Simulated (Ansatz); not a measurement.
**ZnS (Wurtzite-2H, P6_3mc): zone-centre modes under pressure**

Aim: how do the optical modes of ZnS (Wurtzite-2H, P6_3mc) move with volume?

Calculated with Ansatz 0.2.0; DFT LDA, scalar-relativistic, plane waves, PAW; PAW set soft_1.

The database entry behind the starting cell differs from later determinations by our own check (about 0.4 % short), so it need not match the best structure at ambient conditions.

### 1. Set-up

The structure is hexagonal, space group P6_3mc (No. 186). The conventional cell has a = 3.811 Å, b = 3.811 Å, c = 6.234 Å, α = 90.00°, β = 90.00°, γ = 120.00°. Nearest to S lie 4 Zn at 2.31 to 2.40 Å. Nearest to Zn lie 4 S at 2.31 to 2.40 Å. Farther neighbours and most contacts between anions are not listed.

### 2. Relaxation

Harmonic phonons are second derivatives at a point where the forces vanish, and they are wanted at zero stress, so atoms and cell are relaxed first.

The input, input.yaml:

```yaml
crystal:
  lattice:
    - [3.811, 0.0, 0.0]
    - [-1.9055, 3.3004228138, 0.0]
    - [0.0, 0.0, 6.234]
  atoms:
    - { symbol: S, position: [0.33333333, 0.66666667, 0.385] }
    - { symbol: S, position: [0.66666667, 0.33333333, 0.885] }
    - { symbol: Zn, position: [0.33333333, 0.66666667, 0.0] }
    - { symbol: Zn, position: [0.66666667, 0.33333333, 0.5] }
kpoints:
  mp_grid: { grid: [9, 9, 6] }
hamiltonian:
  xc: lda
  pseudopotentials: { kind: paw, azcp: { folder: soft_1 }, xc_functional: pbe }
scf:
  occupations: { method: gaussian, width: 0.02 }
output:
  forces: true
  stress: true
  eigenvalues: true
relax:
  adjacent_minimum: "off"
  f_tol: 0.005
  max_steps: 80
  cell: { stress_tol: 0.05 }
```

On the command line:

```
> ansatz run input.yaml --threads 8 --pin off --max-ram 16384MiB --backend cpu --events-out ev --progress --plain --runs-dir out
```

Numbers of over 12 decimals in the logs are rounded to 6 here.

Log:

```text
Engine: ansatz 0.2.0, aarch64-unknown-linux-gnu
Pseudopotentials: kind: paw
Pseudopotential: S, paw, valence charge 6, recommended cutoff 420 eV (normal), soft_1/S.paw.azcp
Pseudopotential: Zn, paw, valence charge 12, recommended cutoff 420 eV (normal), soft_1/Zn.paw.azcp
Functional definition: SPW92
  exchange = slater_x
  correlation = pw_c
Crystal: 4 atoms, lattice volume = 78.411 Å³
Basis set: ecut = 420 eV, 1521 PW (Γ)
Bands: 22, of which v1, the nominal top of the filled ones, is band 18 counted from 1 (17 counted from 0)
Symmetry: 12 space group operations
Space group: P63mc (ITA 186), of the structure as read, at distance tolerance 4.3e-5 Å
k-points: 48 of 486 (time reversal used)
Non-local potential: S, projectors of the file, l = 0: 2, l = 1: 2, l = 2: 1
Non-local potential: Zn, projectors of the file, l = 0: 2, l = 1: 2, l = 2: 3, l = 3: 1
PAW form: soft (Blöchl's): semilocal exchange-correlation on the pseudo side does not see the compensation charge
PAW frozen core: S, regenerated for the run's functional, and the local potential with it (the file was generated under x = pbe(κ = 0.804, μ = 0.219515), c = pbe(β = 0.066725))
PAW frozen core: Zn, regenerated for the run's functional, and the local potential with it (the file was generated under x = pbe(κ = 0.804, μ = 0.219515), c = pbe(β = 0.066725))
PAW one-centre angular grid: S, 110 points (default); XC on 64 Gauss nodes
PAW one-centre angular grid: Zn, 590 points (default); XC on 64 Gauss nodes
Initial density: superposition of atomic densities (chi_scale 0.1, normalization cell, long waves kept (reshape's long-wave potential 0.00 eV rms))
Initial wavefunctions: pseudopotential atomic-orbital guess
Functional: x = slater, c = lda
SCF iter   1: F=—  HF=-8235.005271 eV  |F-HF|=—  |Δ(HF+E_count)|=         —  Δρ=3.80e-2  dr2=6.73e-1  ethr=3.10e-3  ⟨swp⟩=7.0  Hψ=6051  notcnv=0
preconditioner: auto → Resta (q_TF=auto, 2.396 Å⁻¹)  ε∞=6.3  [insulator: Δε(μ)=2.204 eV  Ē_g=10.967 eV  σ=0.020 eV  W_gap=1.00  n_scr=22 (ndim 8)  ℏωp=25.2 eV  f_vac=0.007  D(μ)=0.00/eV (n_scr^D=0)  ε∞_Penn≈6.3]
SCF iter   2: F=—  HF=-8234.844527 eV  |F-HF|=—  |Δ(HF+E_count)|=   1.61e-1  Δρ=1.50e-2  dr2=1.39e-1  ethr=1.87e-3  ⟨swp⟩=2.0  Hψ=2383  notcnv=0
SCF iter   3: F=—  HF=-8234.811117 eV  |F-HF|=—  |Δ(HF+E_count)|=   3.34e-2  Δρ=9.54e-3  dr2=4.93e-2  ethr=3.86e-4  ⟨swp⟩=2.1  Hψ=2022  notcnv=0
SCF iter   4: F=—  HF=-8234.798177 eV  |F-HF|=—  |Δ(HF+E_count)|=   1.29e-2  Δρ=2.92e-3  dr2=4.28e-3  ethr=1.37e-4  ⟨swp⟩=2.0  Hψ=2402  notcnv=0
SCF iter   5: F=—  HF=-8234.798376 eV  |F-HF|=—  |Δ(HF+E_count)|=   1.98e-4  Δρ=4.28e-4  dr2=1.86e-4  ethr=1.19e-5  ⟨swp⟩=2.8  Hψ=1926  notcnv=0
SCF iter   6: F=—  HF=-8234.798440 eV  |F-HF|=—  |Δ(HF+E_count)|=   6.43e-5  Δρ=2.39e-4  dr2=4.44e-5  ethr=5.16e-7  ⟨swp⟩=2.5  Hψ=1868  notcnv=0
SCF iter   7: F=—  HF=-8234.798457 eV  |F-HF|=—  |Δ(HF+E_count)|=   1.68e-5  Δρ=5.80e-5  dr2=1.16e-6  ethr=1.23e-7  ⟨swp⟩=2.4  Hψ=1935  notcnv=0
SCF iter   8: F=—  HF=-8234.798458 eV  |F-HF|=—  |Δ(HF+E_count)|=   1.54e-6  Δρ=1.78e-5  dr2=1.43e-7  ethr=3.21e-9  ⟨swp⟩=2.0  Hψ=1656  notcnv=0
SCF iter   9: F=-8234.798458 eV  HF=-8234.798458 eV  |F-HF|=7.31e-10  |Δ(HF+E_count)|=   1.58e-8  Δρ=1.99e-6  dr2=2.61e-9  ethr=2.78e-10  ⟨swp⟩=5.4  Hψ=4683  notcnv=0
SCF 1 converged in 9 iterations: F = -8234.798458 eV  dr2 = 2.61e-9
  greatest PAW one-centre occupation: 0.984 electrons in one spin orbital (limit 2), on the Zn atom at site 3 (counted from 0), in its partial waves of l = 2
relax step   1: F+E_penalty+E_count = -8234.79845828 eV  Δ(F+E_penalty+E_count) = +0.000e0 eV  max|allowed force component| = 2.941e-1 eV/Å  Δτ_max = 0.0000 Å  P = -3.905 GPa  Ω = 78.411 Å³  (9 SCF iters, dr2 threshold 1.00e-7 eV, accepted)
Crystal: 4 atoms, lattice volume = 75.960 Å³
Basis set: ecut = 420 eV, 1509 PW (Γ)
Initial density: handed on by an earlier stage of this run
Initial wavefunctions: those handed on with the density
iter 1 solved again at ethr=6.02e-6 eV; its pass at ethr=3.10e-3 eV (dr2=2.17e-3 eV) is discarded
SCF iter   1: F=—  HF=-8234.854990 eV  |F-HF|=—  |Δ(HF+E_count)|=         —  Δρ=1.77e-3  dr2=2.05e-3  ethr=6.02e-6  ⟨swp⟩=2.0  Hψ=7258  notcnv=0
preconditioner: auto → Resta (q_TF=auto, 2.409 Å⁻¹)  ε∞=6.7  [insulator: Δε(μ)=2.133 eV  Ē_g=10.732 eV  σ=0.020 eV  W_gap=1.00  n_scr=22 (ndim 8)  ℏωp=25.6 eV  f_vac=0.026  D(μ)=0.00/eV (n_scr^D=0)  ε∞_Penn≈6.7]
SCF iter   2: F=—  HF=-8234.854481 eV  |F-HF|=—  |Δ(HF+E_count)|=   5.10e-4  Δρ=9.20e-4  dr2=6.59e-4  ethr=5.69e-6  ⟨swp⟩=2.0  Hψ=1839  notcnv=0
SCF iter   3: F=—  HF=-8234.854362 eV  |F-HF|=—  |Δ(HF+E_count)|=   1.19e-4  Δρ=6.35e-4  dr2=1.59e-4  ethr=1.83e-6  ⟨swp⟩=2.0  Hψ=1804  notcnv=0
SCF iter   4: F=—  HF=-8234.854286 eV  |F-HF|=—  |Δ(HF+E_count)|=   7.61e-5  Δρ=1.36e-4  dr2=2.08e-5  ethr=4.43e-7  ⟨swp⟩=2.0  Hψ=1797  notcnv=0
SCF iter   5: F=—  HF=-8234.854286 eV  |F-HF|=—  |Δ(HF+E_count)|=   5.03e-7  Δρ=4.80e-5  dr2=1.33e-6  ethr=5.78e-8  ⟨swp⟩=2.9  Hψ=2062  notcnv=0
SCF iter   6: F=-8234.854286 eV  HF=-8234.854286 eV  |F-HF|=1.46e-8  |Δ(HF+E_count)|=   5.84e-7  Δρ=8.11e-6  dr2=4.88e-8  ethr=1.11e-9  ⟨swp⟩=6.2  Hψ=5467  notcnv=0
SCF 2 converged in 6 iterations: F = -8234.854286 eV  dr2 = 4.88e-8
relax step   2: F+E_penalty+E_count = -8234.85428617 eV  Δ(F+E_penalty+E_count) = -5.583e-2 eV  max|allowed force component| = 2.289e-1 eV/Å  Δτ_max = 0.0119 Å  P = -1.669 GPa  Ω = 75.960 Å³  energy of the carried Pulay correction = +8.772e-4 eV  (6 SCF iters, dr2 threshold 4.00e-7 eV, accepted)
Crystal: 4 atoms, lattice volume = 73.921 Å³
Basis set: ecut = 420 eV, 1449 PW (Γ)
iter 1 solved again at ethr=7.66e-6 eV; its pass at ethr=3.10e-3 eV (dr2=2.76e-3 eV) is discarded
SCF iter   1: F=—  HF=-8234.874208 eV  |F-HF|=—  |Δ(HF+E_count)|=         —  Δρ=2.33e-3  dr2=2.73e-3  ethr=7.66e-6  ⟨swp⟩=2.0  Hψ=7289  notcnv=0
preconditioner: auto → Resta (q_TF=auto, 2.420 Å⁻¹)  ε∞=6.7  [insulator: Δε(μ)=2.229 eV  Ē_g=10.862 eV  σ=0.020 eV  W_gap=1.00  n_scr=22 (ndim 8)  ℏωp=25.9 eV  f_vac=0.022  D(μ)=0.00/eV (n_scr^D=0)  ε∞_Penn≈6.7]
SCF iter   2: F=—  HF=-8234.873481 eV  |F-HF|=—  |Δ(HF+E_count)|=   7.27e-4  Δρ=1.24e-3  dr2=8.41e-4  ethr=7.58e-6  ⟨swp⟩=2.0  Hψ=1829  notcnv=0
SCF iter   3: F=—  HF=-8234.873311 eV  |F-HF|=—  |Δ(HF+E_count)|=   1.70e-4  Δρ=7.42e-4  dr2=1.93e-4  ethr=2.34e-6  ⟨swp⟩=2.0  Hψ=1853  notcnv=0
SCF iter   4: F=—  HF=-8234.873211 eV  |F-HF|=—  |Δ(HF+E_count)|=   9.99e-5  Δρ=1.40e-4  dr2=2.04e-5  ethr=5.35e-7  ⟨swp⟩=2.0  Hψ=1811  notcnv=0
SCF iter   5: F=—  HF=-8234.873210 eV  |F-HF|=—  |Δ(HF+E_count)|=   1.10e-6  Δρ=4.47e-5  dr2=1.35e-6  ethr=5.68e-8  ⟨swp⟩=2.8  Hψ=2086  notcnv=0
SCF iter   6: F=-8234.873210 eV  HF=-8234.873210 eV  |F-HF|=1.24e-8  |Δ(HF+E_count)|=   3.80e-7  Δρ=8.53e-6  dr2=5.08e-8  ethr=1.11e-9  ⟨swp⟩=6.2  Hψ=5522  notcnv=0
SCF 3 converged in 6 iterations: F = -8234.873210 eV  dr2 = 5.08e-8
  greatest PAW one-centre occupation: 0.983 electrons in one spin orbital (limit 2), on the Zn atom at site 3 (counted from 0), in its partial waves of l = 2
relax step   3: F+E_penalty+E_count = -8234.87321024 eV  Δ(F+E_penalty+E_count) = -1.892e-2 eV  max|allowed force component| = 7.858e-3 eV/Å  Δτ_max = 0.0208 Å  P = +0.499 GPa  Ω = 73.921 Å³  energy of the carried Pulay correction = +1.628e-3 eV  (6 SCF iters, dr2 threshold 4.00e-7 eV, accepted)
[...]
relax step   4: F+E_penalty+E_count = -8234.87383022 eV  Δ(F+E_penalty+E_count) = -6.200e-4 eV  max|allowed force component| = 2.517e-3 eV/Å  Δτ_max = 0.0028 Å  P = -0.020 GPa  Ω = 74.353 Å³  energy of the carried Pulay correction = +1.467e-3 eV  (5 SCF iters, dr2 threshold 4.00e-7 eV, accepted)
[...]
relax step   5: F+E_penalty+E_count = -8234.87384756 eV  Δ(F+E_penalty+E_count) = -1.733e-5 eV  max|allowed force component| = 1.932e-4 eV/Å  Δτ_max = 0.0006 Å  P = -0.001 GPa  Ω = 74.339 Å³  energy of the carried Pulay correction = +1.473e-3 eV  (4 SCF iters, dr2 threshold 1.03e-8 eV, accepted)
Initial wavefunctions: pseudopotential atomic-orbital guess (no wavefunctions were taken with the density)
iter 1 solved again at ethr=1.09e-7 eV; its pass at ethr=3.10e-3 eV (dr2=3.94e-5 eV) is discarded
SCF iter   1: F=—  HF=-8234.872374 eV  |F-HF|=—  |Δ(HF+E_count)|=         —  Δρ=1.04e-4  dr2=2.09e-6  ethr=1.09e-7  ⟨swp⟩=4.2  Hψ=9752  notcnv=0
preconditioner: auto → Resta (q_TF=auto, 2.418 Å⁻¹)  ε∞=6.7  [insulator: Δε(μ)=2.186 eV  Ē_g=10.836 eV  σ=0.020 eV  W_gap=1.00  n_scr=22 (ndim 8)  ℏωp=25.8 eV  f_vac=0.025  D(μ)=0.00/eV (n_scr^D=0)  ε∞_Penn≈6.7]
SCF iter   2: F=—  HF=-8234.872373 eV  |F-HF|=—  |Δ(HF+E_count)|=   1.05e-6  Δρ=1.39e-4  dr2=6.36e-6  ethr=5.81e-9  ⟨swp⟩=2.0  Hψ=1826  notcnv=0
SCF iter   3: F=—  HF=-8234.872373 eV  |F-HF|=—  |Δ(HF+E_count)|=   4.84e-7  Δρ=1.62e-5  dr2=4.76e-8  ethr=5.81e-9  ⟨swp⟩=2.0  Hψ=1824  notcnv=0
SCF iter   4: F=—  HF=-8234.872372 eV  |F-HF|=—  |Δ(HF+E_count)|=   5.23e-7  Δρ=8.16e-6  dr2=1.30e-8  ethr=1.32e-10  ⟨swp⟩=2.9  Hψ=2114  notcnv=0
SCF iter   5: F=—  HF=-8234.872372 eV  |F-HF|=—  |Δ(HF+E_count)|=   4.04e-8  Δρ=7.89e-7  dr2=1.41e-10  ethr=3.62e-11  ⟨swp⟩=2.2  Hψ=2046  notcnv=0
SCF iter   6: F=-8234.872372 eV  HF=-8234.872372 eV  |F-HF|=1.82e-12  |Δ(HF+E_count)|=  1.89e-10  Δρ=1.23e-7  dr2=1.27e-11  ethr=1.00e-12  ⟨swp⟩=5.3  Hψ=4648  notcnv=0
SCF 6 converged in 6 iterations: F = -8234.872372 eV  dr2 = 1.27e-11
relax step   6: F+E_penalty+E_count = -8234.87237209 eV  Δ(F+E_penalty+E_count) = +1.475e-3 eV  max|allowed force component| = 1.772e-4 eV/Å  Δτ_max = 0.0000 Å  P = -0.002 GPa  Ω = 74.339 Å³  stress off target by 2.70e-3 GPa  SCF on the basis re-selected at this cell (its energy is not comparable with the rows above)  (6 SCF iters)
basis re-selected at this cell: Δ(F+E_penalty+E_count) = +1.475e-3 eV, ΔP = -0.002 GPa vs the last step (what re-selecting the basis moved, of the pressure what is left beyond the Pulay correction that the steps carried, after the strain that the cell walked since its last selection, with what the two solves' SCF thresholds leave and, on support functions, any second-order correction that the steps lacked; it is no measure of the basis error at this ecutwfc). The dense FFT grid was sized anew with the basis: this SCF ran on 25×25×45 points, the steps before it on 27×27×45, so part of this shift can come from that change (see relax.cell in the input reference). [rest of the remark cut]
SCF converged after 6 iterations
Free energy (F): -8234.872372 eV
Harris-Foulkes:  -8234.872372 eV  (|F-HF|=1.82e-12)
Internal energy: -8234.872372 eV  (E = F + TS)
E sigma→0 (E₀):  -8234.872372 eV
Fermi energy:    7.407245 eV
--- Per-component energies (eV) ---
  E_band       = 16.816113
  E_kinetic    = 511.731466
  E_local      = -4472.801992  (includes V_loc(G=0)·N_el)
  E_nonlocal   = 1714.966483
  E_hartree    = 1699.563022
  E_xc         = -333.683986
  E_vxc        = -271.446824  (∫ρ·V_xc dr)
  E_paw        = -4803.901963  (= ΣΔE_a)
  E_vpaw       = -864.758586  (= ΣTr[D̂ρ^β])
  E_aug_tail   = -0.000505  (compensation charges beyond the density's cutoff)
  E_ewald      = -2554.165579
  E_core_change = 3.420682  (= ΣΔE_core)
  E_smearing   = -0.000000  (= −TS)
  E_closure    = 0.000000  (closes the sum)
  Σ components = -8234.872372   (vs F -8234.872372, Δ=0.00e0)
--- Forces (eV/Å), atoms counted from 1 ---
  atom   1  S     -0.00000000     0.00000000     0.00017727
  atom   2  S     -0.00000000    -0.00000000     0.00017727
  atom   3  Zn    -0.00000000     0.00000000    -0.00017707
  atom   4  Zn     0.00000000    -0.00000000    -0.00017707
  max |Σ_I F_I| component: 4.07e-7 eV/Å
--- Stress (GPa, compression-positive) ---
       -0.002697       0.000000       0.000000
        0.000000      -0.002697      -0.000000
        0.000000      -0.000000      -0.001974
  P = ⅓ Tr σ = -0.0025 GPa (-0.025 kbar)
--- Band table (eV; the first three rows and the last of 48) ---
  k-point 0: bands = [... 14 lower, 5.3241, 6.2108, 6.3142, 6.3142, 8.5001, 9.3041, 12.4038, 12.4038]
  k-point 1: bands = [... 14 lower, 5.3845, 5.5858, 6.2409, 6.2409, 9.0348, 9.3752, 12.4458, 12.4458]
  k-point 2: bands = [... 14 lower, 5.5533, 5.5533, 6.0464, 6.0464, 9.5737, 9.7264, 12.3811, 12.5964]
  k-point 47: bands = [... 14 lower, 2.9298, 2.9298, 4.8034, 4.8034, 10.6710, 10.6710, 12.3980, 12.3980]
--- Relaxed structure (5 steps of the walk, 5 accepted, 1 SCFs on fresh bases) ---
  F+E_penalty+E_count = -8234.87237209 eV   max|allowed force component| = 1.772e-4 eV/Å   (the final SCF, on the basis selected at the relaxed cell)
  cell:  # Å, volume = 74.3388 Å³
    - [3.738158, 0.0, 0]
    - [-1.869079, 3.237340, 0]
    - [0, 0.0, 6.142845]
  atoms:
    - { symbol: S, position: [0.333333, 0.666667, 0.379407] }
    - { symbol: S, position: [0.666667, 0.333333, 0.879407] }
    - { symbol: Zn, position: [0.333333, 0.666667, 0.00559274] }
    - { symbol: Zn, position: [0.666667, 0.333333, 0.505593] }
```

Run time: 9.7 s. Hardware: 8 threads of Arm Neoverse V1, shared host; peak memory 0.53 GiB.

The steps of the relaxation:

| step | energy less that of the first step (eV) | largest force component (eV/Å) | pressure (GPa) | volume (Å³) |
| --- | --- | --- | --- | --- |
| 1 | 0.0000 | 0.2941 | -3.91 | 78.41 |
| 2 | -0.0558 | 0.2289 | -1.67 | 75.96 |
| 3 | -0.0748 | 0.0079 | 0.50 | 73.92 |
| 4 | -0.0754 | 0.0025 | -0.02 | 74.35 |
| 5 | -0.0754 | 0.0002 | 0.00 | 74.34 |
| 6* | -0.0739 | 0.0002 | 0.00 | 74.34 |

Relaxation steps marked * repeat the geometry before them on a plane-wave basis chosen anew for their cell, so energy and pressure can jump there.

Forces are held to the 12 operations that the run works with; a distortion that breaks them can't arise in this run.

```
conventional cell, symmetrised  before  after  change
                         a (Å)   3.811  3.738  -1.9 %
                         b (Å)   3.811  3.738  -1.9 %
                         c (Å)   6.234  6.143  -1.5 %
              volume (Å³/atom)   19.60  18.58  -5.2 %
```

The atoms that moved most (Å, as changes of fractional coordinates times the final cell):

```
atom     dx     dy      dz  length
  S2  0.000  0.000  -0.034   0.034
 Zn3  0.000  0.000   0.034   0.034
 Zn4  0.000  0.000   0.034   0.034
  S1  0.000  0.000  -0.034   0.034
```

This step gave:

- pressure: -0.002456 GPa
- gap on the k-mesh: 2.186 eV
- volume per atom: 18.58 Å³

In this step the volume went from 19.60 to 18.58 Å³/atom.

### 3. Tight relaxation

A first tight relaxation and response on 9×9×6 k points, not shown, drew a warning on the mesh, so the tight relaxation is repeated on 12×12×8 points.

input.yaml, the sections that differ from step 2:

```yaml
crystal:
  lattice:
    - [3.7381578269, 0.0, 0.0]
    - [-1.8690789135, 3.2373396415, 0.0]
    - [0.0, 0.0, 6.1428450306]
  atoms:
    - { symbol: S, position: [0.3333333333, 0.6666666667, 0.3794072644] }
    - { symbol: S, position: [0.6666666667, 0.3333333333, 0.8794072644] }
    - { symbol: Zn, position: [0.3333333333, 0.6666666667, 0.0055927356] }
    - { symbol: Zn, position: [0.6666666667, 0.3333333333, 0.5055927356] }
kpoints:
  mp_grid: { grid: [12, 12, 8] }
scf:
  occupations: { method: fixed }
relax:
  adjacent_minimum: "off"
  f_tol: 0.001
  max_steps: 60
  cell: { stress_tol: 0.01 }
# hamiltonian, output: as in step 2
```

Log:

```text
[...]
Crystal: 4 atoms, lattice volume = 74.339 Å³
Basis set: ecut = 420 eV, 1449 PW (Γ)
Bands: 22, of which v1, the nominal top of the filled ones, is band 18 counted from 1 (17 counted from 0)
Symmetry: 12 space group operations
[...]
k-points: 95 of 1152 (time reversal used)
[...]
cell:  # Å, volume = 74.3388 Å³
    - [3.738158, 2.8867571423231752e-11, 0.0]
    - [-1.869079, 3.237340, 0.0]
    - [0.0, 0.0, 6.1428450306]
  atoms:
    - { symbol: S, position: [0.333333, 0.666667, 0.3794072644] }
    - { symbol: S, position: [0.666667, 0.333333, 0.879407] }
    - { symbol: Zn, position: [0.333333, 0.666667, 0.0055927356] }
    - { symbol: Zn, position: [0.666667, 0.333333, 0.5055927356] }
[key lines of the parts left out:]
SCF converged after 8 iterations
Free energy (F): -8234.872514 eV
Fermi energy:    6.314158 eV
P = ⅓ Tr σ = -0.0028 GPa (-0.028 kbar)
```

Wall time 7 s (8 threads); peak memory 0.56 GiB; 53 s of CPU time.

Little changed from the start: no atom moved by 0.005 Å and no cell edge by 0.1 %.

Numbers from this step:

* pressure: -0.002843 GPa

The largest force component left is 0.24 meV/Å and the pressure is -0.003 GPa, within the tolerances set. The cell now holds 18.58 Å³/atom.

[end of part 1 of 3]

[Logs are printed without paths, hosts, clocks, repeated set-up lines and the standing remarks that a program may print on its own settings, such as how far it seeks lower states.]

[Hosts, paths, dates, database ids (printed as entryN), source tags and the programs' standing remarks are cut or masked in the printed files.]
